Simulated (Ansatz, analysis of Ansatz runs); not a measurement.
# Migration in Al3GaN4 (Pm): V_N hop (3.1 Å), charge 0, part 2 of 5

Wanted: path and barrier of a jump of N in Al3GaN4 (Pm) at charge 0. The case: V_N hop (3.1 Å), in a cell of 96 host atoms with 1 N taken out.

Ansatz 0.2.0; plane-wave PAW DFT, PBEsol; nudged elastic band between two relaxed defect structures.

So far: The structure; Relaxation of the start point, charge 0.

## Step 3: Relaxation of the end point, charge 0

Level of this step: plane-wave PAW DFT, PBEsol; relaxation of all atoms of a defect supercell (Ansatz).

The end point is relaxed in the same cell and settings, so that the two energies compare. Atoms more than 3.2 Å from the middle of the hop start where the first relaxation left them, the nearer ones on or close to their ideal places, with small random displacements.

q0_M1.end/input.yaml

```yaml
crystal:
  lattice:
    - [10.08692303, 0.0, 0.00025291]
    - [0.0, 9.39015873, 0.0]
    - [-0.00644803, 0.0, 10.83602103]
  atoms:
    - { symbol: Al, position: [0.24979247, 0.16590756, 0.08295315] }
    - { symbol: Al, position: [-0.00023712, 0.16617515, 0.41726785] }
    - { symbol: Al, position: [0.00024774, -6.775e-05, 0.16584187] }
    - { symbol: Ga, position: [0.24966836, -0.00101173, 0.33275631] }
    - { symbol: "N", position: [0.05552845, -0.00021086, 0.33306473] }
    - { symbol: "N", position: [0.06082392, 0.1665295, 0.08329675] }
    - { symbol: "N", position: [0.31184572, 0.16585031, 0.41979743] }
    - { symbol: "N", position: [0.3113592, -0.0004149, 0.16270735] }
    - { symbol: Al, position: [0.24907282, 0.16520316, 0.58320971] }
    - { symbol: Al, position: [-0.00026237, 0.16707864, 0.91718962] }
    - { symbol: Al, position: [0.00152407, -0.00012129, 0.66596853] }
    - { symbol: Ga, position: [0.24982702, -0.00035259, 0.83279836] }
    - { symbol: "N", position: [0.05587376, 0.00025899, 0.83333941] }
    - { symbol: "N", position: [0.0603039, 0.16703305, 0.58352015] }
    - { symbol: "N", position: [0.31257977, 0.1663654, 0.91953031] }
    - { symbol: "N", position: [0.31225418, -0.00100944, 0.66287456] }
    - { symbol: Al, position: [0.24982178, 0.49958614, 0.08352281] }
    - { symbol: Al, position: [-0.00073185, 0.50005904, 0.41863495] }
    - { symbol: Al, position: [-6.387e-05, 0.33325516, 0.16559084] }
    - { symbol: Ga, position: [0.24970977, 0.33333333, 0.33310103] }
    - { symbol: "N", position: [0.0536035, 0.33333194, 0.33330643] }
    - { symbol: "N", position: [0.0609171, 0.50008037, 0.08374545] }
    - { symbol: "N", position: [0.561293, 0.5, 0.583587] }
    - { symbol: "N", position: [0.31088516, 0.33246532, 0.16252117] }
    - { symbol: Al, position: [0.25011431, 0.5, 0.58366544] }
    - { symbol: Al, position: [0.00084668, 0.50037536, 0.9174383] }
    - { symbol: Al, position: [0.00021253, 0.33445628, 0.66558609] }
    - { symbol: Ga, position: [0.24881548, 0.33277467, 0.83319466] }
    - { symbol: "N", position: [0.05456414, 0.33363089, 0.83307906] }
    - { symbol: "N", position: [0.0620873, 0.50082016, 0.58398269] }
    - { symbol: "N", position: [0.31290614, 0.49903242, 0.92009925] }
    - { symbol: "N", position: [0.31159519, 0.33333333, 0.66314769] }
    - { symbol: Al, position: [0.25013049, 0.83270622, 0.08349018] }
    - { symbol: Al, position: [0.00073325, 0.83331015, 0.41761627] }
    - { symbol: Al, position: [-0.00046886, 0.66647159, 0.16617042] }
    - { symbol: Ga, position: [0.24970977, 0.66666667, 0.33310103] }
    - { symbol: "N", position: [0.05383669, 0.66637615, 0.33337231] }
    - { symbol: "N", position: [0.06117142, 0.83298322, 0.08403867] }
    - { symbol: "N", position: [0.31293359, 0.83211594, 0.41907398] }
    - { symbol: "N", position: [0.31156431, 0.66611754, 0.16283382] }
    - { symbol: Al, position: [0.25331549, 0.83169175, 0.583058] }
    - { symbol: Al, position: [0.00141072, 0.8334119, 0.91767699] }
    - { symbol: Al, position: [0.00464961, 0.66822921, 0.66666354] }
    - { symbol: Ga, position: [0.25277999, 0.66574826, 0.8325373] }
    - { symbol: "N", position: [0.05865173, 0.66687305, 0.83371152] }
    - { symbol: "N", position: [0.06446392, 0.83379769, 0.58329415] }
    - { symbol: "N", position: [0.31303786, 0.83325838, 0.91992441] }
    - { symbol: "N", position: [0.31159519, 0.66666667, 0.66314769] }
    - { symbol: Al, position: [0.74973591, 0.16686347, 0.08326309] }
    - { symbol: Al, position: [0.50006445, 0.16563647, 0.41721831] }
    - { symbol: Al, position: [0.50029013, -0.00016511, 0.16553757] }
    - { symbol: Ga, position: [0.74913765, -0.00018936, 0.33316383] }
    - { symbol: "N", position: [0.55508692, -0.00195163, 0.33285672] }
    - { symbol: "N", position: [0.56082993, 0.16594847, 0.08083785] }
    - { symbol: "N", position: [0.81231386, 0.16638377, 0.41999113] }
    - { symbol: "N", position: [0.81128339, 0.00039144, 0.16328731] }
    - { symbol: Al, position: [0.75052849, 0.16745909, 0.58345135] }
    - { symbol: Al, position: [0.50028751, 0.16761277, 0.91439957] }
    - { symbol: Al, position: [0.50094776, -0.00095205, 0.66631448] }
    - { symbol: Ga, position: [0.75036471, 0.00025355, 0.83329385] }
    - { symbol: "N", position: [0.55618883, -0.00042439, 0.83319584] }
    - { symbol: "N", position: [0.56253414, 0.16316416, 0.58284646] }
    - { symbol: "N", position: [0.81179095, 0.16805943, 0.91952427] }
    - { symbol: "N", position: [0.81283733, 0.00156682, 0.66348296] }
    - { symbol: Al, position: [0.74977489, 0.49978383, 0.08376583] }
    - { symbol: Al, position: [0.50045971, 0.5, 0.41740264] }
    - { symbol: Al, position: [0.49995077, 0.33183502, 0.1634138] }
    - { symbol: Ga, position: [0.74954039, 0.3329725, 0.33339666] }
    - { symbol: "N", position: [0.55558724, 0.33333333, 0.33316332] }
    - { symbol: "N", position: [0.56090697, 0.49888857, 0.08258892] }
    - { symbol: "N", position: [0.8094127, 0.49982439, 0.42358953] }
    - { symbol: "N", position: [0.81135969, 0.33343528, 0.16327614] }
    - { symbol: Al, position: [0.74947172, 0.5081498, 0.58905331] }
    - { symbol: Al, position: [0.50056988, 0.49973638, 0.9161633] }
    - { symbol: Al, position: [0.50054365, 0.33333333, 0.66584605] }
    - { symbol: Ga, position: [0.74840093, 0.33479851, 0.83212283] }
    - { symbol: "N", position: [0.55413971, 0.33522414, 0.82684566] }
    - { symbol: "N", position: [0.81282437, 0.50050851, 0.92027167] }
    - { symbol: "N", position: [0.80972665, 0.33619521, 0.66221238] }
    - { symbol: Al, position: [0.75000104, 0.83323432, 0.08469981] }
    - { symbol: Al, position: [0.50059189, 0.83083694, 0.41737029] }
    - { symbol: Al, position: [0.5003277, 0.66421643, 0.16742479] }
    - { symbol: Ga, position: [0.74829921, 0.66574419, 0.33479611] }
    - { symbol: "N", position: [0.55558724, 0.66666667, 0.33316332] }
    - { symbol: "N", position: [0.56112423, 0.83202114, 0.08559099] }
    - { symbol: "N", position: [0.8126776, 0.83336214, 0.4202507] }
    - { symbol: "N", position: [0.81041162, 0.66616344, 0.16439963] }
    - { symbol: Al, position: [0.75172506, 0.8352156, 0.58395731] }
    - { symbol: Al, position: [0.50068242, 0.83423586, 0.91921674] }
    - { symbol: Al, position: [0.50054365, 0.66666667, 0.66584605] }
    - { symbol: Ga, position: [0.75097258, 0.667902, 0.83429324] }
    - { symbol: "N", position: [0.55686, 0.66812786, 0.83589671] }
    - { symbol: "N", position: [0.56271131, 0.83370226, 0.58306386] }
    - { symbol: "N", position: [0.81344098, 0.83429776, 0.92146071] }
    - { symbol: "N", position: [0.81762517, 0.67275693, 0.66602863] }
basis:
  ecutwfc: 420
  xc_grid: 2
hamiltonian:
  xc: pbesol
kpoints:
  mp_grid: { grid: [1, 1, 1], shift: [0.25, 0.25, 0.25] }
magnetization:
  spin_polarized: true
  initial_magnetization: 1
  spin_locking: { lock_magnetization: hard }
scf:
  occupations: { method: fixed }
  max_iter: 150
output:
  forces: true
relax:
  f_tol: 0.02
  max_steps: 70
  random_displacement: { amplitude: 0.01, seed: 4649 }
```

Launch:

```bash
ansatz run input.yaml --threads 32 --pin off --max-ram 84787MiB --backend cuda --events-out ev --progress --plain --runs-dir out --max-vram 78GiB
```

Numbers of over 12 decimals in the logs are rounded to 6 here.

Log:

```text
[...]
Crystal: 95 atoms, lattice volume = 1026.364 Å³
Basis set: ecut = 420 eV, 20007 PW (Γ), exchange–correlation on 144×128×150 points (8 copies of the dense FFT grid, shifted against one another)
Bands: 345, of which v1, the nominal top of the filled ones, is band 250 counted from 1 (249 counted from 0)
Symmetry: 1 space group operations
k-points: 1
[...]
Starting moments: Σ|m| = 1 μB on 95 of 95 sites
[...]
SCF iter   1: F=—  HF=-81756.422895 eV  |F-HF|=—  |Δ(HF+E_count)|=         —  Δρ=6.08e-2 (↑6.01e-2 ↓6.08e-2)  dr2=1.68e2  dr2_m=6.63e-2  M=1.000 μB ∫|m|=1.045 μB  β_m=0.30  ethr=3.10e-3  ⟨swp⟩=5.0  Hψ=2080  notcnv=0  defer=186
[...]
SCF iter   2: F=—  HF=-81718.316869 eV  |F-HF|=—  |Δ(HF+E_count)|=    3.81e1  Δρ=3.19e-2 (↑3.14e-2 ↓3.19e-2)  dr2=4.42e1  dr2_m=3.20e-2  M=1.000 μB ∫|m|=1.042 μB  β_m=0.44  ethr=3.10e-3  ⟨swp⟩=3.0  Hψ=1212  notcnv=0  defer=185
[...]
- { symbol: Ga, position: [0.750454, -0.000363, 0.332449] }
    - { symbol: N, position: [0.556738, 0.001755, 0.332475] }
    - { symbol: N, position: [0.560453, 0.168128, 0.083927] }
[...]
- { symbol: Al, position: [0.749711, 0.166363, 0.583519] }
    - { symbol: Al, position: [0.500078, 0.167382, 0.917532] }
[...]
- { symbol: Ga, position: [0.749644, -4.396945220864648e-5, 0.832988] }
[...]
- { symbol: Ga, position: [0.749278, 0.334068, 0.332847] }
[...]
- { symbol: Ga, position: [0.749585, 0.333488, 0.832731] }
[...]
- { symbol: Al, position: [0.501075, 0.667769, 0.164606] }
    - { symbol: Ga, position: [0.752766, 0.668217, 0.331945] }
[...]
- { symbol: Al, position: [0.750938, 0.833412, 0.583103] }
    - { symbol: Al, position: [0.500377, 0.833424, 0.916889] }
    - { symbol: Al, position: [0.499379, 0.667312, 0.664640] }
    - { symbol: Ga, position: [0.749524, 0.666598, 0.832466] }
    - { symbol: N, position: [0.555049, 0.666662, 0.831949] }
    - { symbol: N, position: [0.561825, 0.833779, 0.583287] }
    - { symbol: N, position: [0.812781, 0.833090, 0.919470] }
    - { symbol: N, position: [0.811478, 0.666125, 0.662453] }
[key lines of the parts left out:]
SCF converged after 6 iterations
```

It took 13 s on 1 × NVIDIA GB200 with 32 threads of Arm Neoverse V2, shared host; peak memory 1.5 GiB.

The steps of the relaxation:

```csv
step,energy less that of the first step (eV),largest force component (eV/Å)
1,0.0000,1.3063
2,-0.4437,0.7167
3,-0.5393,0.1409
4,-0.5436,0.1030
5,-0.5381,0.3533
6,-0.5545,0.0616
7,-0.4670,0.6075
8,-0.5580,0.0599
9,-0.5595,0.0523
10,-0.5603,0.0240
11,-0.5605,0.0074
```

Relaxation steps 5, 7 were tried and not accepted.

The atoms that moved most (Å, from the sites as typed, ahead of the random displacement):

```csv
atom,dx,dy,dz,length
Ga36,0.115,-0.073,0.095,0.166
Ga20,-0.019,0.042,0.130,0.138
Al73,0.003,-0.074,-0.070,0.102
N95,-0.063,-0.062,-0.038,0.096
N37,0.077,-0.024,0.012,0.082
Al66,0.019,0.070,-0.024,0.076
Al25,-0.010,-0.037,-0.064,0.074
N24,-0.010,0.020,0.070,0.073
```

Neighbours of N23 at the end:

```csv
atom,distance (Å)
Al66,1.891
Al90,1.904
Al75,1.909
Al73,1.928
N48,3.055
N32,3.071
N69,3.086
N71,3.103
N79,3.113
N95,3.113
Al25,3.122
N92,3.131
N93,3.131
N62,3.133
N77,3.137
N84,3.152
```

Numbers from this step:

| Quantity | Value |
| --- | --- |
| free energy | -81705.0073 eV |
| total moment | 1 μB |
| integral of the absolute spin density | 1.065 μB |
| spin contamination | 0.002084 |
| r.m.s. move of the farther half of the atoms | 0.01383 Å |
| largest move from the ideal geometry of this structure, a common shift of the far atoms taken out | 0.1632 Å |

The relaxation gained 0.560 eV and ended with a largest force component of 0.0074 eV/Å. The end lies 1.173 eV below the start.

(Part 2 of 5 ends here.)

[Logs are printed without paths, hosts, clocks, repeated set-up lines and the standing remarks that a program may print on its own settings, such as how far it seeks lower states.]

[Hosts, paths, dates, database ids (printed as entryN), source tags and the programs' standing remarks are cut or masked in the printed files.]
